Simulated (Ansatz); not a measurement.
# Li on Al(100): change of the work function, part 4 of 5

How does Li on the bridge site change the work function of Al(100) as the layer fills?

Ansatz 0.2.0; plane-wave DFT, PBEsol, Ansatz PAW (the session's first sound run).

So far, work function, upper face (eV): step 2 (the clean slab) 4.37; step 3 (37 atoms, coverage 0.111 ML, cell 3x3) 3.06; step 4 (17 atoms, coverage 0.25 ML, cell 2x2) 1.99.

**5. The covered slab, k-mesh 5×5×1, coverage 0.5 ML**

System of this step: Li/Al(100). The cell holds 18 atoms: 16 Al and 2 Li. Its edges and angles: a = 5.728 Å, b = 5.728 Å, c = 26.349 Å, α = 90.0°, β = 90.0°, γ = 90.0°. Vacuum lies along c.

Another coverage, to see how the dipoles act on each other as their distance changes.

Input file input.yaml:

```yaml
crystal:
  lattice:
    - [5.7275649276, 0.0, 0.0]
    - [0.0, 5.7275649276, 0.0]
    - [0.0, 0.0, 26.3493997763]
  atoms:
    - { symbol: Al, position: [0.25, 0.25, 0.3415637577] }
    - { symbol: Al, position: [0.0, 0.0, 0.4184156031] }
    - { symbol: Al, position: [0.25, 0.25, 0.4975698961] }
    - { symbol: Al, position: [0.0, 0.0, 0.575416046] }
    - { symbol: Al, position: [0.25, 0.75, 0.3415637577] }
    - { symbol: Al, position: [0.0, 0.5, 0.4184156031] }
    - { symbol: Al, position: [0.25, 0.75, 0.4975698961] }
    - { symbol: Al, position: [0.0, 0.5, 0.575416046] }
    - { symbol: Al, position: [0.75, 0.25, 0.3415637577] }
    - { symbol: Al, position: [0.5, 0.0, 0.4184156031] }
    - { symbol: Al, position: [0.75, 0.25, 0.4975698961] }
    - { symbol: Al, position: [0.5, 0.0, 0.575416046] }
    - { symbol: Al, position: [0.75, 0.75, 0.3415637577] }
    - { symbol: Al, position: [0.5, 0.5, 0.4184156031] }
    - { symbol: Al, position: [0.75, 0.75, 0.4975698961] }
    - { symbol: Al, position: [0.5, 0.5, 0.575416046] }
    - { symbol: Li, position: [0.25, 0.0, 0.6584362423] }
    - { symbol: Li, position: [0.75, 0.5, 0.6584362423] }
kpoints:
  mp_grid: { grid: [5, 5, 1] }
hamiltonian:
  xc: pbesol
scf:
  occupations: { method: fermi_dirac, width: 0.1 }
  convergence: { dr2_threshold: 1.0e-08 }
efield:
  axis: 3
  dipole_correction: true
  ramp_position: 0.97
  ramp_width: 0.06
relax:
  f_tol: 0.02
  max_steps: 60
  constraints: [{ sites: [0, 1, 4, 5, 8, 9, 12, 13] }]
output:
  bader: true
  dos: { projected: true, e_range: [-8, 4] }
  write_potential: true
  write_density: true
  volumetric_format: npy
```

Started as:

```sh
ansatz run input.yaml --threads 4 --pin off --max-ram 6144MiB --backend cpu --events-out ev --progress --plain --runs-dir out
```

Numbers of over 12 decimals in the logs are rounded to 6 here.

The program printed:

```text
[...]
Crystal: 18 atoms, lattice volume = 864.392 Å³
Basis set: ecut = 420 eV, 16941 PW (Γ), exchange–correlation on 80×80×360 points (8 copies of the dense FFT grid, shifted against one another)
Bands: 45, of which v1, the nominal top of the filled ones, is band 27 counted from 1 (26 counted from 0)
Symmetry: 8 space group operations
[...]
2     Al     -0.0103     0.0000
     3     Al     -0.3877     0.0002
     4     Al      0.0088     0.0000
     5     Al     -0.0016     0.0000
     6     Al     -0.0103     0.0000
     7     Al     -0.3877     0.0002
[...]
14     Al     -0.0103     0.0000
    15     Al     -0.3877     0.0002
    16     Li      0.7819     0.0005
    17     Li      0.7819     0.0005
  estimated error of the sums over rays = 2.9e-4 e
[key lines of the parts left out:]
SCF converged after 7 iterations
Free energy (F): -8794.457813 eV
Fermi energy:    0.266332 eV
Dipole field:    D = 0.062017 V/Å  (p = 0.296253 e·Å, saw-weighted, corrected)
Work function:   Φ+ = 2.7067 eV   Φ− = 4.3409 eV
```

Wall time 49 s (4 threads of Arm Neoverse V2, shared host); peak memory 1.4 GiB; 3.2 min of CPU time.

Relaxation path:

```csv
step,energy less that of the first step (eV),largest force component (eV/Å)
1,0.0000,0.2108
2,-0.0230,0.0757
3,-0.0263,0.0096
```

Forces are held to the 8 operations that the run works with; a distortion that breaks them can't arise in this run.

The atoms that moved most (Å):

```
atom      dx     dy      dz  length
Li18   0.000  0.000   0.052   0.052
Li17   0.000  0.000   0.052   0.052
Al12   0.027  0.000  -0.015   0.031
Al16  -0.027  0.000  -0.015   0.031
 Al4  -0.027  0.000  -0.015   0.031
 Al8   0.027  0.000  -0.015   0.031
 Al7   0.000  0.005   0.007   0.008
Al11   0.000  0.005   0.007   0.008
```

Final coordinates:

```
Al Li
1.0
     5.72756    0.00000    0.00000
     0.00000    5.72756    0.00000
     0.00000    0.00000   26.34940
Al Li
16 2
Direct
  0.25000 0.25000 0.34156
  0.00000 0.00000 0.41842
  0.25000 0.24916 0.49782
  0.99522 0.00000 0.57486
  0.25000 0.75000 0.34156
  0.00000 0.50000 0.41842
  0.25000 0.75084 0.49782
  0.00478 0.50000 0.57486
  0.75000 0.25000 0.34156
  0.50000 0.00000 0.41842
  0.75000 0.25084 0.49782
  0.50478 0.00000 0.57486
  0.75000 0.75000 0.34156
  0.50000 0.50000 0.41842
  0.75000 0.74916 0.49782
  0.49522 0.50000 0.57486
  0.25000 0.00000 0.66040
  0.75000 0.50000 0.66040
```

The density of states has structure finer than the step of the table below, so its rows give means over 0.25 eV, whole bins alone (the curve runs from -8 to 1.98 eV). Peaks (eV: height): -4.870: 52.7, -0.390: 17.9, 0.300: 17.9, 0.510: 19.0, 1.260: 22.4, 1.620: 19.6, 1.860: 19.9.

The density of states by energy, zero at the Fermi level; means over each step:

```csv
energy (eV),density of states (states/eV a cell)
-7.75,2.57
-7.50,5.29
-7.25,3.26
-7.00,3.65
-6.75,3.61
-6.50,4.17
-6.25,4.80
-6.00,7.40
-5.75,4.19
-5.50,3.76
-5.25,1.90
-5.00,4.62
-4.75,9.51
-4.50,5.44
-4.25,5.65
-4.00,7.10
-3.75,6.77
-3.50,4.56
-3.25,4.50
-3.00,5.74
-2.75,8.48
-2.50,3.94
-2.25,7.53
-2.00,7.90
-1.75,8.90
-1.50,8.98
-1.25,5.71
-1.00,6.21
-0.75,6.32
-0.50,10.4
-0.25,8.41
0.00,6.75
0.25,9.29
0.50,15.0
0.75,5.90
1.00,7.03
1.25,8.41
1.50,10.9
1.75,10.9
```

The relaxation took 3 steps and lowered the energy by 0.026 eV; the largest force on the free atoms ends at 0.0096 eV/Å.

The covered face has 2.71 eV, -1.67 eV against the clean one; the bare back face has moved by -0.04 eV, a measure of how thin the slab is.

**6. The covered slab, k-mesh 10×10×1, coverage 1 ML**

System of this step: Li/Al(100). The cell holds 5 atoms: 4 Al and 1 Li. Its edges and angles: a = 2.864 Å, b = 2.864 Å, c = 26.349 Å, α = 90.0°, β = 90.0°, γ = 90.0°. Vacuum lies along c.

Another coverage, to see how the dipoles act on each other as their distance changes.

input.yaml, the sections that differ from step 5:

```yaml
crystal:
  lattice:
    - [2.8637824638, 0.0, 0.0]
    - [0.0, 2.8637824638, 0.0]
    - [0.0, 0.0, 26.3493997763]
  atoms:
    - { symbol: Al, position: [0.5, 0.5, 0.3415637577] }
    - { symbol: Al, position: [0.0, 0.0, 0.4184156031] }
    - { symbol: Al, position: [0.5, 0.5, 0.4975698961] }
    - { symbol: Al, position: [0.0, 0.0, 0.575416046] }
    - { symbol: Li, position: [0.5, 0.0, 0.6584362423] }
kpoints:
  mp_grid: { grid: [10, 10, 1] }
relax:
  f_tol: 0.02
  max_steps: 60
  constraints: [{ sites: [0, 1] }]
output:
  bader: true
  write_potential: true
  write_density: true
  volumetric_format: npy
# hamiltonian, scf, efield: as in step 5
```

The program printed:

```text
[...]
Crystal: 5 atoms, lattice volume = 216.098 Å³
Basis set: ecut = 420 eV, 4237 PW (Γ), exchange–correlation on 40×40×360 points (8 copies of the dense FFT grid, shifted against one another)
Bands: 13, of which v1, the nominal top of the filled ones, is band 8 counted from 1 (7 counted from 0)
Symmetry: 4 space group operations
[...]
- { symbol: Al, position: [0.5, 0.5, 0.498011] }
    - { symbol: Al, position: [0.0, 0.0, 0.574859] }
    - { symbol: Li, position: [0.5, 0.0, 0.663305] }
--- Bader charges: 5 sites ---
  site symbol  charge [e]  shift [e]
     0     Al      0.0095     0.0000
     1     Al     -0.0042     0.0000
     2     Al     -0.0006     0.0000
     3     Al     -0.7542     0.0005
     4     Li      0.7496     0.0005
  estimated error of the sums over rays = 2.7e-4 e
[key lines of the parts left out:]
SCF converged after 6 iterations
Free energy (F): -2300.223463 eV
Fermi energy:    0.129715 eV
Dipole field:    D = 0.023058 V/Å  (p = 0.027537 e·Å, saw-weighted, corrected)
Work function:   Φ+ = 3.7625 eV   Φ− = 4.3700 eV
```

Wall time 13 s (4 threads); peak memory 0.53 GiB.

Step by step:

| step | energy less that of the first step (eV) | largest force component (eV/Å) |
| --- | --- | --- |
| 1 | 0.0000 | 0.3878 |
| 2 | -0.0213 | 0.1136 |
| 3 | -0.0227 | 0.0032 |

Forces are held to the 4 operations that the run works with; a distortion that breaks them can't arise in this run.

The atoms that moved most (Å):

```
atom     dx     dy      dz  length
 Li5  0.000  0.000   0.128   0.128
 Al4  0.000  0.000  -0.015   0.015
 Al3  0.000  0.000   0.012   0.012
```

Final coordinates:

```xyz
5
Lattice="2.8638 0.0000 0.0000 0.0000 2.8638 0.0000 0.0000 0.0000 26.3494" Properties=species:S:1:pos:R:3
Al    1.4319    1.4319    9.0000
Al    0.0000    0.0000   11.0250
Al    1.4319    1.4319   13.1223
Al    0.0000    0.0000   15.1472
Li    1.4319    0.0000   17.4777
```

The relaxation took 3 steps and lowered the energy by 0.023 eV; the largest force on the free atoms ends at 0.0032 eV/Å.

The covered face has 3.76 eV, -0.61 eV against the clean one; the bare back face has moved by -0.01 eV, a measure of how thin the slab is.

**7. Work function against coverage**

This step: plane-wave DFT, PBEsol, Ansatz PAW; work function against coverage (Ansatz 0.2.0).

The runs are now put side by side.

Numbers from this step:

* work function of the clean face: 4.374 eV
* largest change of the work function: -2.383 eV

Work function of the covered face against coverage:

| coverage (adsorbates/nm²) | work function of the covered face (eV) |
| --- | --- |
| 0.00 | 4.37 |
| 1.35 | 3.06 |
| 3.05 | 1.99 |
| 6.10 | 2.71 |
| 12.19 | 3.76 |

The dipole per adsorbate comes from the change of the cell's dipole. Coverage, by row:

```csv
coverage (1/nm²),coverage (ML),work function (eV),change (eV),"dipole per adsorbate, positive end outwards (debye)",mean height of the added atoms over the highest substrate atom (Å)
1.355,0.1111,3.065,-1.31,2.526,2.095
3.048,0.25,1.991,-2.383,2.044,1.947
6.097,0.5,2.707,-1.668,0.708,2.254
12.19,1,3.763,-0.612,0.131,2.33
```

**8. The 0.25 ML cell at another level of theory, cutoff 420 eV, functional LDA**

This step: plane-wave DFT, LDA, Ansatz PAW (Ansatz 0.2.0).

System of this step: Li/Al(100). The cell holds 17 atoms: 16 Al and 1 Li. Its edges and angles: a = 5.728 Å, b = 5.728 Å, c = 26.349 Å, α = 90.0°, β = 90.0°, γ = 90.0°. Vacuum lies along c.

The geometry is kept and the functional is LDA.

Input file input.yaml:

```yaml
crystal:
  lattice:
    - [5.7275649276, 0.0, 0.0]
    - [0.0, 5.7275649276, 0.0]
    - [0.0, 0.0, 26.3493997763]
  atoms:
    - { symbol: Al, position: [0.25, 0.25, 0.3415637577] }
    - { symbol: Al, position: [0.0, 0.0, 0.4184156031] }
    - { symbol: Al, position: [0.25, 0.2540663443, 0.4978448613] }
    - { symbol: Al, position: [-0.0068548157, 0.0, 0.5711593312] }
    - { symbol: Al, position: [0.25, 0.75, 0.3415637577] }
    - { symbol: Al, position: [0.0, 0.5, 0.4184156031] }
    - { symbol: Al, position: [0.25, 0.7459336557, 0.4978448613] }
    - { symbol: Al, position: [0.0010534436, 0.5, 0.579345012] }
    - { symbol: Al, position: [0.75, 0.25, 0.3415637577] }
    - { symbol: Al, position: [0.5, 0.0, 0.4184156031] }
    - { symbol: Al, position: [0.75, 0.2549666473, 0.4974510335] }
    - { symbol: Al, position: [0.5068548157, 0.0, 0.5711593312] }
    - { symbol: Al, position: [0.75, 0.75, 0.3415637577] }
    - { symbol: Al, position: [0.5, 0.5, 0.4184156031] }
    - { symbol: Al, position: [0.75, 0.7450333527, 0.4974510335] }
    - { symbol: Al, position: [0.4989465564, 0.5, 0.579345012] }
    - { symbol: Li, position: [0.25, 0.0, 0.6532429026] }
kpoints:
  mp_grid: { grid: [5, 5, 1] }
hamiltonian:
  xc: lda
scf:
  occupations: { method: fermi_dirac, width: 0.1 }
  convergence: { dr2_threshold: 1.0e-08 }
efield:
  axis: 3
  dipole_correction: true
  ramp_position: 0.97
  ramp_width: 0.06
output:
  write_potential: true
  write_density: true
  volumetric_format: npy
```

The program printed:

```text
[...]
Crystal: 17 atoms, lattice volume = 864.392 Å³
Basis set: ecut = 420 eV, 16941 PW (Γ)
Bands: 43, of which v1, the nominal top of the filled ones, is band 26 counted from 1 (25 counted from 0)
Symmetry: 4 space group operations
[...]
k-points: 9 of 25
[...]
SCF iter   1: F=—  HF=-8403.163994 eV  |F-HF|=—  |Δ(HF+E_count)|=         —  Δρ=2.21e-3  dr2=9.39e-2  ethr=1.77e-3  p=0.369 e·Å  D=7.72e-2 V/Å  ΔV_dip=-2.03 eV  dr2_dipole=3.65e-5  V_vac-E_F(+/−)=2.32/4.35 eV  ⟨swp⟩=16.8  Hψ=3083  notcnv=0
[...]
SCF iter   7: F=-8403.145244 eV  HF=-8403.145244 eV  |F-HF|=2.73e-9  |Δ(HF+E_count)|=   7.99e-8  Δρ=4.31e-7  dr2=6.66e-9  ethr=1.96e-11  p=0.424 e·Å  D=8.87e-2 V/Å  ΔV_dip=-2.34 eV  dr2_dipole=1.79e-9  V_vac-E_F(+/−)=2.11/4.45 eV  ⟨swp⟩=15.6  Hψ=2067  notcnv=0
SCF 1 converged in 7 iterations: F = -8403.145244 eV  dr2 = 6.66e-9
[...]
SCF converged after 7 iterations
Free energy (F): -8403.145244 eV
[...]
Internal energy: -8402.890448 eV  (E = F + TS)
E sigma→0 (E₀):  -8403.017846 eV
Entropy (-TS):   -0.254796 eV (-14.988 meV/atom)
Fermi energy:    0.229924 eV
Dipole field:    D = 0.088777 V/Å  (p = 0.424083 e·Å, saw-weighted, corrected)
Work function:   Φ+ = 2.1076 eV   Φ− = 4.4469 eV
[...]
--- Band table (eV; the first three rows and the last of 9) ---
  k-point 0: bands = [... 22 lower, -0.8679, -0.8594, -0.0845, -0.0034, 0.0666, 0.1095, 0.4443, 0.4638, ... 13 higher]
  k-point 1: bands = [... 22 lower, -0.5851, 0.0185, 0.0898, 0.1374, 0.2770, 0.4888, 0.5025, 0.6018, ... 13 higher]
  k-point 2: bands = [... 22 lower, -1.0147, -0.6396, -0.3649, 0.5568, 0.7318, 0.7632, 1.2919, 1.4190, ... 13 higher]
  k-point 8: bands = [... 22 lower, -0.0031, 0.2335, 0.2638, 0.3821, 0.5442, 0.8306, 0.9214, 1.8212, ... 13 higher]
```

Elapsed: 10 s, on 4 threads; peak memory 1.3 GiB; 40 s of CPU time.

Reading the cycles: dr2 is the Hartree energy of the density residual (eV), the measure of convergence; HF is the Harris–Foulkes estimate of the energy, which meets the free energy F at convergence.

This step gave:

```
energy at zero smearing        : -8403.0178 eV
work function, upper face      : 2.108 eV
work function, lower face      : 4.447 eV
dipole along the normal        : 0.4241 e·Å
step between the vacuum levels : -2.339 eV
```

The work function comes to 2.11 eV, +0.12 eV from the first level.

**9. The 0.25 ML cell at another level of theory, cutoff 1170 eV, functional PBE**

This step: plane-wave DFT, PBE, JTH PAW (Ansatz 0.2.0).

The geometry is kept and the functional is PBE; other changes against the main runs: JTH PAW files and cutoff 420 → 1170.

input.yaml: that of step 8 with these lines changed.

```diff
@@ -26,3 +26,4 @@
 hamiltonian:
-  xc: lda
+  xc: pbe
+  pseudopotentials: { kind: paw, source: jth }
 scf:
```

The program printed:

```text
Warning: <dir> the checks of this Al dataset prove no rule for summing its radial tables, as where they were carried onto another mesh than they were made on, and Gregory's rule is taken, under which a leading mesh point left out moves its sums only by what lay on the interval it spanned. That does not make them correct, and they differ from Quantum ESPRESSO's on this file; a re-export a fraction of a mesh step off can move them. hamiltonian.pseudopotentials.radial_quadrature: simpson_from_first_knot sums it by `pw.x`'s rule; on a PAW file no value gives `pw.x`'s numbers. What more to know: hamiltonian.pseudopotentials.radial_quadrature, in the input reference
Warning: <dir> the checks of this Li dataset prove no rule for summing its radial tables, as where they were carried onto another mesh than they were made on, and Gregory's rule is taken, under which a leading mesh point left out moves its sums only by what lay on the interval it spanned. That does not make them correct, and they differ from Quantum ESPRESSO's on this file; a re-export a fraction of a mesh step off can move them. hamiltonian.pseudopotentials.radial_quadrature: simpson_from_first_knot sums it by `pw.x`'s rule; on a PAW file no value gives `pw.x`'s numbers. What more to know: hamiltonian.pseudopotentials.radial_quadrature, in the input reference
[...]
Crystal: 17 atoms, lattice volume = 864.392 Å³
Basis set: ecut = 1170 eV, 78507 PW (Γ)
Bands: 43, of which v1, the nominal top of the filled ones, is band 26 counted from 1 (25 counted from 0)
Symmetry: 4 space group operations
[...]
k-points: 9 of 25
[...]
SCF iter   1: F=—  HF=-8803.173315 eV  |F-HF|=—  |Δ(HF+E_count)|=         —  Δρ=1.50e-2  dr2=1.80e1  ethr=3.10e-3  p=-0.000 e·Å  D=-8.89e-9 V/Å  ΔV_dip=0.00 eV  dr2_dipole=1.29e-1  V_vac-E_F(+/−)=6.45/6.45 eV  ⟨swp⟩=11.8  Hψ=3488  notcnv=0
[...]
SCF iter   8: F=-8800.078372 eV  HF=-8800.078372 eV  |F-HF|=1.62e-9  |Δ(HF+E_count)|=   1.03e-8  Δρ=2.60e-7  dr2=2.17e-9  ethr=1.96e-11  p=0.423 e·Å  D=8.86e-2 V/Å  ΔV_dip=-2.33 eV  dr2_dipole=9.81e-10  V_vac-E_F(+/−)=1.97/4.30 eV  ⟨swp⟩=28.3  Hψ=2650  notcnv=0
SCF 1 converged in 8 iterations: F = -8800.078372 eV  dr2 = 2.17e-9
[...]
SCF converged after 8 iterations
Free energy (F): -8800.078372 eV
[...]
Internal energy: -8799.826581 eV  (E = F + TS)
E sigma→0 (E₀):  -8799.952476 eV
Entropy (-TS):   -0.251791 eV (-14.811 meV/atom)
Fermi energy:    0.385313 eV
Dipole field:    D = 0.088587 V/Å  (p = 0.423174 e·Å, saw-weighted, corrected)
Work function:   Φ+ = 1.9667 eV   Φ− = 4.3009 eV
[...]
--- Band table (eV; the first three rows and the last of 9) ---
  k-point 0: bands = [... 22 lower, -0.6892, -0.6801, 0.0693, 0.1549, 0.2265, 0.2697, 0.6449, 0.6586, ... 13 higher]
  k-point 1: bands = [... 22 lower, -0.4315, 0.1700, 0.2445, 0.2965, 0.4386, 0.6582, 0.6733, 0.7496, ... 13 higher]
  k-point 2: bands = [... 22 lower, -0.8616, -0.4885, -0.2197, 0.7131, 0.8847, 0.9265, 1.4668, 1.5809, ... 13 higher]
  k-point 8: bands = [... 22 lower, 0.1510, 0.3813, 0.4080, 0.5268, 0.7297, 0.9760, 1.0758, 1.9720, ... 13 higher]
```

Run time: 68 s. Hardware: 4 threads; peak memory 4.3 GiB; 4.4 min of CPU time.

This step gave:

- energy at zero smearing: -8799.9525 eV
- work function, upper face: 1.967 eV
- work function, lower face: 4.301 eV
- dipole along the normal: 0.4232 e·Å
- step between the vacuum levels: -2.334 eV

The work function comes to 1.97 eV, -0.02 eV from the first level.

**10. The 0.25 ML cell at another level of theory, cutoff 420 eV, functional revpbe**

This step: plane-wave DFT, revPBE, Ansatz PAW (Ansatz 0.2.0).

The geometry is kept and the functional is revPBE.

input.yaml: that of step 9 with these lines changed.

```diff
@@ -26,4 +26,3 @@
 hamiltonian:
-  xc: pbe
-  pseudopotentials: { kind: paw, source: jth }
+  xc: revpbe
 scf:
```

The program printed:

```text
[...]
Crystal: 17 atoms, lattice volume = 864.392 Å³
Basis set: ecut = 420 eV, 16941 PW (Γ)
Bands: 43, of which v1, the nominal top of the filled ones, is band 26 counted from 1 (25 counted from 0)
Symmetry: 4 space group operations
[...]
k-points: 9 of 25
[...]
k-point 0: bands = [... 22 lower, -0.5991, -0.5895, 0.1495, 0.2379, 0.3103, 0.3536, 0.7452, 0.7551, ... 13 higher]
  k-point 1: bands = [... 22 lower, -0.3530, 0.2477, 0.3223, 0.3776, 0.5231, 0.7407, 0.7571, 0.8229, ... 13 higher]
  k-point 2: bands = [... 22 lower, -0.7806, -0.4094, -0.1485, 0.7934, 0.9581, 1.0104, 1.5623, 1.6617, ... 13 higher]
  k-point 8: bands = [... 22 lower, 0.2292, 0.4516, 0.4778, 0.5942, 0.8242, 1.0430, 1.1538, 2.0532, ... 13 higher]
[key lines of the parts left out:]
SCF converged after 8 iterations
Free energy (F): -8835.712471 eV
Fermi energy:    0.462888 eV
Dipole field:    D = 0.089317 V/Å  (p = 0.426659 e·Å, saw-weighted, corrected)
Work function:   Φ+ = 1.8791 eV   Φ− = 4.2326 eV
```

Elapsed: 11 s, on 4 threads; peak memory 1.3 GiB; 44 s of CPU time.

The work function comes to 1.88 eV, -0.11 eV from the first level.

**11. The 0.25 ML cell at another level of theory, cutoff 1034.03 eV, functional PBE**

This step: plane-wave DFT, PBE, norm-conserving (Ansatz 0.2.0).

The geometry is kept and the functional is PBE; other changes against the main runs: norm-conserving files and cutoff 420 → 1034.03.

input.yaml: that of step 10 with these lines changed.

```diff
@@ -26,3 +26,4 @@
 hamiltonian:
-  xc: revpbe
+  xc: pbe
+  pseudopotentials: { kind: nc }
 scf:
```

The program printed:

```text
[...]
Crystal: 17 atoms, lattice volume = 864.392 Å³
Basis set: ecut = 1034.032677 eV, 65191 PW (Γ)
Bands: 43, of which v1, the nominal top of the filled ones, is band 26 counted from 1 (25 counted from 0)
Symmetry: 4 space group operations
[...]
k-points: 9 of 25
[...]
k-point 0: bands = [... 22 lower, -0.6945, -0.6859, 0.0655, 0.1509, 0.2218, 0.2650, 0.6394, 0.6536, ... 13 higher]
  k-point 1: bands = [... 22 lower, -0.4348, 0.1665, 0.2412, 0.2927, 0.4338, 0.6536, 0.6682, 0.7450, ... 13 higher]
  k-point 2: bands = [... 22 lower, -0.8649, -0.4925, -0.2234, 0.7094, 0.8806, 0.9218, 1.4625, 1.5769, ... 13 higher]
  k-point 8: bands = [... 22 lower, 0.1469, 0.3775, 0.4041, 0.5234, 0.7244, 0.9722, 1.0713, 1.9681, ... 13 higher]
[key lines of the parts left out:]
SCF converged after 8 iterations
Free energy (F): -2869.706837 eV
Fermi energy:    0.381335 eV
Dipole field:    D = 0.088610 V/Å  (p = 0.423284 e·Å, saw-weighted, corrected)
Work function:   Φ+ = 1.9660 eV   Φ− = 4.3008 eV
```

The job ended after 48 s (4 threads; peak memory 3.8 GiB; 3.1 min of CPU time).

The work function comes to 1.97 eV, -0.03 eV from the first level.

(Part 4 of 5 ends here.)

[Logs are printed without paths, hosts, clocks, repeated set-up lines and the standing remarks that a program may print on its own settings, such as how far it seeks lower states.]

[Hosts, paths, dates, database ids (printed as entryN), source tags and the programs' standing remarks are cut or masked in the printed files.]

[Maps of the electrostatic potential energy from Ansatz leave out the sawtooth potential of an applied field or a dipole correction, so their vacuum need not be flat; planar profiles and work functions include it.]

[The density of states shown here was stored with 400 of the rows of the run's finer table, so its peaks can read low, often by over a quarter, or be missed, and its means over a window can be off by a tenth or more.]
